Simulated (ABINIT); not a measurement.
# A GW chain in ABINIT: SrTiO3 (Tausonite)

How does a plane-wave GW calculation on SrTiO3 (Tausonite) run from the first input to the gap?

Main program and level: ABINIT 10.8.3; PBE and many-body steps on it, plane waves.

**Experimental background.**

- Gap 3.77 eV: direct gap (M0 critical point); spectroscopic ellipsometry, second-derivative fit; 300 K; bulk crystal (commercial single crystal) (“Optical probe of ferroelectric order in bulk and thin film perovskite titanates”, 2013, arxiv:1309.1245).

## (1) Starting point

Symmetry: Pm-3m, No. 221, cubic system. Conventional cell: a = 3.905 Å, b = 3.905 Å, c = 3.905 Å, α = 90.00°, β = 90.00°, γ = 90.00°. Nearest to Sr lie 12 O at 2.76 Å. Nearest to Ti lie 6 O at 1.95 Å. O has 2 Ti at 1.95 Å and 4 Sr at 2.76 Å nearest. Farther neighbours and most contacts between anions are not listed.

Coordinates:

```cif
data_structure
_symmetry_space_group_name_H-M 'Pm-3m'
_symmetry_Int_Tables_number 221
_cell_length_a 3.9053
_cell_length_b 3.9053
_cell_length_c 3.9053
_cell_angle_alpha 90.000
_cell_angle_beta 90.000
_cell_angle_gamma 90.000
_cell_volume 59.56
loop_
_atom_site_label
_atom_site_type_symbol
_atom_site_symmetry_multiplicity
_atom_site_Wyckoff_symbol
_atom_site_fract_x
_atom_site_fract_y
_atom_site_fract_z
_atom_site_occupancy
Sr1 Sr 1 b 0.50000 0.50000 0.50000 1
Ti1 Ti 1 a 0.00000 0.00000 0.00000 1
O1 O 3 d 0.50000 0.00000 0.00000 1
```

The cell and positions come from the Crystallography Open Database and are kept as given unless a step says otherwise.

## (2) Ground state

This step: ABINIT 10.8.3; DFT, PBE, plane waves, norm-conserving pseudopotentials.

The ground-state density comes first.

File run.abi:

```
acell 3*1.0 Angstrom
rprim 
  3.905280000000 0.000000000000 0.000000000000
  0.000000000000 3.905280000000 0.000000000000
  0.000000000000 0.000000000000 3.905280000000
ntypat 3
znucl 38 22 8
natom 5
typat 1 2 3 3 3
xred 
  0.500000000000 0.500000000000 0.500000000000
  0.000000000000 0.000000000000 0.000000000000
  0.500000000000 0.000000000000 0.000000000000
  0.000000000000 0.500000000000 0.000000000000
  0.000000000000 0.000000000000 0.500000000000
pp_dirpath "pseudos"
pseudos "Sr.upf, Ti.upf, O.upf"
ecut 38
ngkpt 6 6 6
nshiftk 1
shiftk 0 0 0
kptopt 1
chksymbreak 0
nband 26
occopt 1
tolvrs 1e-10
nstep 60
prtwf 0
optforces 0
optstress 0
indata_prefix "in"
outdata_prefix "out"
tmpdata_prefix "tmp"
```

On the command line:

```sh
$ OMP_NUM_THREADS=1 mpirun -n 8 abinit run.abi > log
```

Numbers of over 12 decimals in the logs are rounded to 6 here.

What it wrote:

```text
.Version 10.8.3 of ABINIT. v10.8.2 released Aug 2026.

 Symmetries : space group Pm -3 m (#221); Bravais cP (primitive cubic)
================================================================================
 Values of the parameters that define the memory need of the present run
     intxc =       0    ionmov =       0      iscf =       7    lmnmax =       6
     lnmax =       6     mgfft =      45  mpssoang =       3    mqgrid =    3001
     natom =       5  nloc_mem =       1    nspden =       1   nspinor =       1
    nsppol =       1      nsym =      48    n1xccc =    2501    ntypat =       3
    occopt =       1   xclevel =       2
-    mband =          26        mffmem =           1         mkmem =           3
       mpw =        4525          nfft =       91125          nkpt =          20
================================================================================
  Rough estimation (10% accuracy) of disk space for files :
================================================================================

--------------------------------------------------------------------------------
------------- Echo of variables that govern the present computation ------------
--------------------------------------------------------------------------------
 -outvars: echo values of preprocessed input variables --------
            acell      1.8897261259E+00  1.8897261259E+00  1.8897261259E+00 Bohr

      chksymbreak           0
             ecut      3.80000000E+01 Hartree
-          fftalg         312

              ixc     -101130
              kpt      0.00000000E+00  0.00000000E+00  0.00000000E+00
                       1.66666667E-01  0.00000000E+00  0.00000000E+00
                       3.33333333E-01  0.00000000E+00  0.00000000E+00
                       5.00000000E-01  0.00000000E+00  0.00000000E+00
                       1.66666667E-01  1.66666667E-01  0.00000000E+00
                       3.33333333E-01  1.66666667E-01  0.00000000E+00
                       5.00000000E-01  1.66666667E-01  0.00000000E+00
                       3.33333333E-01  3.33333333E-01  0.00000000E+00
                       5.00000000E-01  3.33333333E-01  0.00000000E+00
   [... 9 further rows ...]
                       5.00000000E-01  5.00000000E-01  3.33333333E-01
                       5.00000000E-01  5.00000000E-01  5.00000000E-01
         kptrlatt        6    0    0      0    6    0      0    0    6
          kptrlen      4.42794579E+01
P           mkmem           3
            natom           5
            nband          26
            ngfft          45      45      45
             nkpt          20
            nstep          60
             nsym          48
           ntypat           3
              occ      2.000000  2.000000  2.000000  2.000000  2.000000  2.000000
                       2.000000  2.000000  2.000000  2.000000  2.000000  2.000000
                       2.000000  2.000000  2.000000  2.000000  2.000000  2.000000
                       2.000000  2.000000  0.000000  0.000000  0.000000  0.000000
                       0.000000  0.000000
        optforces           0
        optstress           0
            prtwf           0
            rprim      3.9052800000E+00  0.0000000000E+00  0.0000000000E+00
[...]
spgroup         221

           tolvrs      1.00000000E-10

             xred      5.0000000000E-01  5.0000000000E-01  5.0000000000E-01
[...]
znucl       38.00000   22.00000    8.00000

================================================================================

 chkinp: Checking input parameters for consistency.

================================================================================
== DATASET  1 ==================================================================
-   mpi_nproc: 8, omp_nthreads: 1 (-1 if OMP is not activated)

--- !DatasetInfo
iteration_state: {dtset: 1, }
dimensions: {natom: 5, nkpt: 20, mband: 26, nsppol: 1, nspinor: 1, nspden: 1, mpw: 4525, }
cutoff_energies: {ecut:  38.0, pawecutdg:  -1.0, }
electrons: {nelect:   4.00000000E+01, charge:   0.00000000E+00, occopt:   1.00000000E+00, tsmear:   1.00000000E-02, }

 Real(R)+Recip(G) space primitive vectors, cartesian coordinates (Bohr,Bohr^-1):
 R(1)=  7.3799096  0.0000000  0.0000000  G(1)=  0.1355030  0.0000000  0.0000000
 R(2)=  0.0000000  7.3799096  0.0000000  G(2)=  0.0000000  0.1355030  0.0000000
 R(3)=  0.0000000  0.0000000  7.3799096  G(3)=  0.0000000  0.0000000  0.1355030
 Unit cell volume ucvol=  4.0193251E+02 bohr^3
 Angles (23,13,12)=  9.00000000E+01  9.00000000E+01  9.00000000E+01 degrees

 getcut: wavevector=  0.0000  0.0000  0.0000  ngfft=  45  45  45
         ecut(hartree)=     38.000   => boxcut(ratio)=   2.14855

--- Pseudopotential description ------------------------------------------------
- Sr Generated using ONCVPSP code by D. R. Hamann
- 38.00000  10.00000  171031                  znucl, zion, pspdat
12 -101130 2 -1 1834                          pspcod,pspxc,lmax,lloc,mmax
     nproj     2     2     2
  pspatm : epsatm=   12.84204793
         --- l  ekb(1:nproj) -->
[...]
pspatm: atomic psp has been read  and splines computed

- Ti Generated using ONCVPSP code by D. R. Hamann
- 22.00000  12.00000  171031                  znucl, zion, pspdat
12 -101130 2 -1 1586                          pspcod,pspxc,lmax,lloc,mmax
     nproj     2     2     2
  pspatm : epsatm=   14.68144553
         --- l  ekb(1:nproj) -->
[...]
pspatm: atomic psp has been read  and splines computed

- O Generated using ONCVPSP code by D. R. Hamann
-  8.00000   6.00000  171031                  znucl, zion, pspdat
12 -101130 2 -1 936                           pspcod,pspxc,lmax,lloc,mmax
     nproj     2     2     1
  pspatm : epsatm=    6.19545534
         --- l  ekb(1:nproj) -->
[...]
2   -1.331955
 pspatm: atomic psp has been read  and splines computed

   1.84439438E+03                                ecore*ucvol(ha*bohr**3)
--------------------------------------------------------------------------------

_setup2: Arith. and geom. avg. npw (full set) are    4500.495    4500.470

================================================================================

--- !BeginCycle
iteration_state: {dtset: 1, }
solver: {iscf: 7, nstep: 60, nline: 4, wfoptalg: 0, }
tolerances: {tolvrs: 1.00E-10, }

     iter   Etot(hartree)      deltaE(h)  residm     vres2
 ETOT  1  -142.93984632578    -1.429E+02 1.204E-01 1.913E+03
 ETOT  2  -134.35252462204     8.587E+00 1.309E-01 3.322E+04
 ETOT  3  -143.46700343535    -9.114E+00 7.517E-02 4.465E+02
 ETOT  4  -143.48430351532    -1.730E-02 1.176E-02 2.757E+02
 ETOT  5  -143.52490314262    -4.060E-02 3.524E-03 7.963E+01
 ETOT  6  -143.53667094116    -1.177E-02 2.378E-03 2.084E+01
 ETOT  7  -143.54052405821    -3.853E-03 9.859E-03 1.503E+00
 ETOT  8  -143.54082156406    -2.975E-04 1.867E-03 1.093E-01
 ETOT  9  -143.54084400344    -2.244E-05 4.528E-03 3.528E-04
 ETOT 10  -143.54084405618    -5.273E-08 1.489E-03 1.322E-04
 ETOT 11  -143.54084407869    -2.251E-08 1.326E-03 4.309E-06
 ETOT 12  -143.54084407962    -9.357E-10 9.459E-04 1.902E-09
 ETOT 13  -143.54084407962    -2.331E-12 1.805E-03 8.134E-10
 ETOT 14  -143.54084407963    -4.633E-12 1.226E-03 2.542E-12

 At SCF step   14       vres2   =  2.54E-12 < tolvrs=  1.00E-10 =>converged.

--- !ResultsGS
iteration_state: {dtset: 1, }
comment   : Summary of ground state results
lattice_vectors:
- [  7.3799096,   0.0000000,   0.0000000, ]
- [  0.0000000,   7.3799096,   0.0000000, ]
- [  0.0000000,   0.0000000,   7.3799096, ]
lattice_lengths: [   7.37991,    7.37991,    7.37991, ]
lattice_angles: [ 90.000,  90.000,  90.000, ] # degrees, (23, 13, 12)
lattice_volume:   4.0193251E+02
convergence: {deltae: -4.633E-12, res2:  2.542E-12, residm:  1.226E-03, diffor:  0.000E+00, }
etotal    :  -1.43540844E+02
entropy   :   0.00000000E+00
fermie    :   2.54497182E-01
cartesian_stress_tensor: null
pressure_GPa: null
xred      :
- [  5.0000E-01,   5.0000E-01,   5.0000E-01, Sr]
- [  0.0000E+00,   0.0000E+00,   0.0000E+00, Ti]
- [  5.0000E-01,   0.0000E+00,   0.0000E+00,  O]
- [  0.0000E+00,   5.0000E-01,   0.0000E+00,  O]
- [  0.0000E+00,   0.0000E+00,   5.0000E-01,  O]
cartesian_forces: null
force_length_stats: {min: null, max: null, mean: null, }

 Integrated electronic density in atomic spheres:
 ------------------------------------------------
 Atom  Sphere_radius  Integrated_density
[...]
================================================================================

 ----iterations are completed or convergence reached----

 Mean square residual over all n,k,spin=   83.496E-07; max=  12.261E-04
 reduced coordinates (array xred) for    5 atoms
       0.500000000000      0.500000000000      0.500000000000
       0.000000000000      0.000000000000      0.000000000000
       0.500000000000      0.000000000000      0.000000000000
       0.000000000000      0.500000000000      0.000000000000
       0.000000000000      0.000000000000      0.500000000000
 rms dE/dt=  0.0000E+00; max dE/dt=  0.0000E+00; dE/dt below (all hartree)
    1       0.000000000000      0.000000000000      0.000000000000
    2       0.000000000000      0.000000000000      0.000000000000
    3       0.000000000000      0.000000000000      0.000000000000
    4       0.000000000000      0.000000000000      0.000000000000
    5       0.000000000000      0.000000000000      0.000000000000

 cartesian coordinates (angstrom) at end:
    1      1.952640     1.952640     1.952640
    2      0.000000     0.000000     0.000000
    3      1.952640     0.000000     0.000000
    4      0.000000     1.952640     0.000000
    5      0.000000     0.000000     1.952640
 length scales=  1.889726125908  1.889726125908  1.889726125908 bohr
              =  1.000000000000  1.000000000000  1.000000000000 angstroms
 prteigrs : about to open file out_EIG
 Fermi (or HOMO) energy (hartree) =   0.25450   Average Vxc (hartree)=  -0.42036
 Eigenvalues (hartree) for nkpt=  20  k points:
 kpt#   1, nband= 26, wtk=  0.00463, kpt=  0.0000  0.0000  0.0000 (reduced coord)
  -1.81815   -0.94790   -0.94625   -0.94625   -0.94625   -0.38343   -0.34734   -0.34734
  -0.28601   -0.28601   -0.28601    0.15118    0.15118    0.15118    0.21165    0.21165
   0.21165    0.24145    0.24145    0.24145    0.32460    0.32460    0.32460    0.41575
   0.41576    0.45510
 prteigrs : prtvol=0 or 1, do not print more k-points.

--- !EnergyTerms
iteration_state     : {dtset: 1, }
comment             : Components of total free energy in Hartree
kinetic             :  6.54542980228897E+01
hartree             :  3.02029718585664E+01
xc                  : -2.97726453297859E+01
Ewald energy        : -1.06245779347251E+02
psp_core            :  4.58881612978461E+00
local_psp           : -1.06039726698923E+02
non_local_psp       : -1.72877871490890E+00
total_energy        : -1.43540844079629E+02
total_energy_eV     : -3.90594535032491E+03
band_energy         : -1.20259377884531E+01

== END DATASET(S) ==============================================================
================================================================================

 -outvars: echo values of variables after computation  --------
           etotal     -1.4354084408E+02
            nband          26
             nkpt          20
          spgroup         221
 [... the other variables as echoed above ...]

 Calculation completed.
```

Wall time 19 s (8 MPI ranks of Arm Neoverse V2, shared host); peak memory 0.64 GiB.

Numbers from this step:

| Item | Value |
| --- | --- |
| total energy | -3905.9454 eV |
| gap | 1.908 eV |
| k of the valence top | 0.5, 0.5, 0.5 |
| k of the conduction bottom | 0, 0, 0 |
| least direct gap | 2.263 eV |

The gap is indirect, with the least direct gap 0.36 eV higher.

## (3) Empty states on the mesh, 4×4×4 mesh, 124 bands

The sums over transitions need many empty states on a uniform mesh; this step solves for them.

run.abi, as its differences from that of step 2:

```diff
@@ -18,3 +18,3 @@
 ecut 38
-ngkpt 6 6 6
+ngkpt 4 4 4
 nshiftk 1
@@ -23,9 +23,10 @@
 chksymbreak 0
-nband 26
+irdden 1
+istwfk *1
+nband 124
+prtvol 0
+optdriver 6
+gwr_task "HDIAGO"
+paral_kgb 0
 occopt 1
-tolvrs 1e-10
-nstep 60
-prtwf 0
-optforces 0
-optstress 0
 indata_prefix "in"
```

What it wrote:

```text
[banner, memory and clock lines left out]
.Version 10.8.3 of ABINIT. v10.8.2 released Aug 2026.

 Symmetries : space group Pm -3 m (#221); Bravais cP (primitive cubic)
[... echo of the input left out ...]
== DATASET  1 ==================================================================
-   mpi_nproc: 8, omp_nthreads: 1 (-1 if OMP is not activated)

--- !DatasetInfo
iteration_state: {dtset: 1, }
dimensions: {natom: 5, nkpt: 10, mband: 124, nsppol: 1, nspinor: 1, nspden: 1, mpw: 4632, }
cutoff_energies: {ecut:  38.0, pawecutdg:  -1.0, }
electrons: {nelect:   4.00000000E+01, charge:   0.00000000E+00, occopt:   1.00000000E+00, tsmear:   1.00000000E-02, }

.Using double precision arithmetic; gwpc =  8

- Reading GS density from: in_DEN

--- Pseudopotential description ------------------------------------------------
- Sr Generated using ONCVPSP code by D. R. Hamann
- 38.00000  10.00000  171031                  znucl, zion, pspdat
12 -101130 2 -1 1834                          pspcod,pspxc,lmax,lloc,mmax
     nproj     2     2     2
  pspatm : epsatm=   12.84204793
         --- l  ekb(1:nproj) -->
             0    9.951127    1.027824
             1    7.382610    1.665143
             2    4.168853    0.950057
 pspatm: atomic psp has been read  and splines computed

- Ti Generated using ONCVPSP code by D. R. Hamann
- 22.00000  12.00000  171031                  znucl, zion, pspdat
12 -101130 2 -1 1586                          pspcod,pspxc,lmax,lloc,mmax
     nproj     2     2     2
  pspatm : epsatm=   14.68144553
         --- l  ekb(1:nproj) -->
[...]
pspatm: atomic psp has been read  and splines computed

- O Generated using ONCVPSP code by D. R. Hamann
-  8.00000   6.00000  171031                  znucl, zion, pspdat
12 -101130 2 -1 936                           pspcod,pspxc,lmax,lloc,mmax
     nproj     2     2     1
  pspatm : epsatm=    6.19545534
         --- l  ekb(1:nproj) -->
             0    6.056735    0.824024
             1   -4.717130   -1.149271
             2   -1.331955
 pspatm: atomic psp has been read  and splines computed

   1.84439438E+03                                ecore*ucvol(ha*bohr**3)

 Total charge density [el/Bohr^3]
)     Maximum=    1.3479E+00  at reduced coord.    0.0000    0.0000    0.9111
)     Minimum=    5.0390E-03  at reduced coord.    0.4889    0.4889    0.0000
   Integrated=    4.0000E+01

 === KS gaps after direct diagonalization ===
 Indirect band gap semiconductor
 Fundamental gap:     1.908 (eV)
   VBM:     6.925 (eV) at k: [ 5.0000E-01,  5.0000E-01,  5.0000E-01]
   CBM:     8.833 (eV) at k: [ 0.0000E+00,  0.0000E+00,  0.0000E+00]
 Direct gap:         2.263 (eV) at k: [ 0.0000E+00,  0.0000E+00,  0.0000E+00]

== END DATASET(S) ==============================================================

 -outvars: echo values of variables after computation  --------
           etotal      0.0000000000E+00
            nband         124
             nkpt          10
          spgroup         221
 [... the other variables as echoed above ...]

 Calculation completed.
```

The job ended after 1.8 min (8 MPI ranks; peak memory 9.1 GiB; 14 min of CPU time).

This step gave:

| Quantity | Value |
| --- | --- |
| gap | 1.908 eV |
| k of the valence top | 0.5, 0.5, 0.5 |
| k of the conduction bottom | 0, 0, 0 |
| least direct gap | 2.263 eV |
| k points computed | 10 |
| lowest point of the top converged band, above the valence top | 67.7974 eV |

On this mesh the gap is 1.908 eV.

## (4) Screening, 4×4×4 mesh, 116 bands, screening to 136.1 eV

The RPA dielectric matrix is built and inverted for each q.

This step: RPA screening on PBE, plane waves, norm-conserving pseudopotentials.

run.abi, as its differences from that of step 3:

```diff
@@ -23,10 +23,11 @@
 chksymbreak 0
-irdden 1
 istwfk *1
-nband 124
-prtvol 0
-optdriver 6
-gwr_task "HDIAGO"
-paral_kgb 0
 occopt 1
+irdwfk 1
+optdriver 3
+nband 116
+ecuteps 5
+inclvkb 2
+awtr 1
+symchi 1
 indata_prefix "in"
```

What it wrote:

```text
.Version 10.8.3 of ABINIT. v10.8.2 released Aug 2026.

 Symmetries : space group Pm -3 m (#221); Bravais cP (primitive cubic)
[... echo of the input left out ...]
== DATASET  1 ==================================================================
-   mpi_nproc: 8, omp_nthreads: 1 (-1 if OMP is not activated)

--- !DatasetInfo
iteration_state: {dtset: 1, }
dimensions: {natom: 5, nkpt: 10, mband: 116, nsppol: 1, nspinor: 1, nspden: 1, mpw: 4632, }
cutoff_energies: {ecut:  38.0, pawecutdg:  -1.0, }
electrons: {nelect:   4.00000000E+01, charge:   0.00000000E+00, occopt:   1.00000000E+00, tsmear:   1.00000000E-02, }

 SCREENING: Calculation of the susceptibility and dielectric matrices

 Based on a program developped by R.W. Godby, V. Olevano, G. Onida, and L. Reining.
 Incorporated in ABINIT by V. Olevano, G.-M. Rignanese, and M. Torrent.
.Using double precision arithmetic ; gwpc =  8

[... cell and pseudopotentials left out ...]
--------------------------------------------------------------------------------

 ==== K-mesh for the wavefunctions ====
 Number of points in the irreducible wedge :    10
[... list of points left out ...]
 Together with 48 symmetry operations and time-reversal symmetry
 yields    64 points in the full Brillouin Zone.

 ==== Q-mesh for the screening function ====
 Number of points in the irreducible wedge :    10
[... list of points left out ...]
 Together with 48 symmetry operations and time-reversal symmetry
 yields    64 points in the full Brillouin Zone.

 setmesh: FFT mesh size selected  =    27x   27x   27
          total number of points  =        19683

 vcoul_init : cutoff-mode = AUXILIARY_FUNCTION
 q-points for optical limit:   1
     1)      0.000010    0.000020    0.000030

- screening: taking advantage of time-reversal symmetry
- Maximum band index for partially occupied states nbvw = 20
- Remaining bands to be divided among processors   nbcw = 96
- Number of bands treated by each node ~12

 Number of electrons calculated from density =   40.0000; Expected =   40.0000
 average of density, n =  0.099519
 r_s =    1.3387
 omega_plasma =   30.4305 [eV]

 calculating chi0 at frequencies [eV] :
  1    0.000000E+00    0.000000E+00
  2    0.000000E+00    3.043050E+01

--------------------------------------------------------------------------------
  q-point number  1        q = ( 0.000000, 0.000000, 0.000000) [r.l.u.]
--------------------------------------------------------------------------------
[... chi0 elements left out ...]
 For q-point:  0.000010 0.000020 0.000030
  dielectric constant =   6.4093
  dielectric constant without local fields =   6.7680

  Average fulfillment of the sum rule on Im[epsilon] for q-point    1 :     62.67  [%]
[... wings left out ...]
  q-point number  2        q = ( 0.250000, 0.000000, 0.000000) [r.l.u.]
--------------------------------------------------------------------------------
[... chi0 elements left out ...]
  Average fulfillment of the sum rule on Im[epsilon] for q-point    2 :     74.19  [%]

 [... 8 further q-points ...]
```

The job ended after 29 s (8 MPI ranks; peak memory 1.8 GiB; 3.8 min of CPU time).

This step gave:

* ε∞ with local fields, on this mesh, along the program's q direction: 6.409
* the same without local fields: 6.768
* plasma frequency: 30.43 eV
* plane waves in the screening matrix: 203

Local fields lower ε∞ by 5 %. On a Γ-centred mesh this coarse the value itself is usually too large, while a short band sum pulls it down.

[end of part 1 of 2]

[Paths, hosts, dates, memory and timing lines, banners, echoed tables and standing remarks are left out of the program output.]

[Logs are printed without paths, hosts, clocks, repeated set-up lines and the standing remarks that a program may print on its own settings, such as how far it seeks lower states.]

[Runs of the session that timed out or met a known fault of the program may be left out.]

[No measured gap is set beside runs whose start may be inverted or whose files or cutoffs have a known fault.]

[Hosts, paths, dates, database ids (printed as entryN), source tags and the programs' standing remarks are cut or masked in the printed files.]

[G0W0 gaps are taken among the corrected bands and points alone; a level outside them can change the order at an edge.]

[Where Ansatz stands beside ABINIT at settings called matched, ABINIT's density can come from a denser mesh and the files from another edition; pairs whose starting gaps differed by over 0.03 eV were left out, so agreement reads better than it is.]
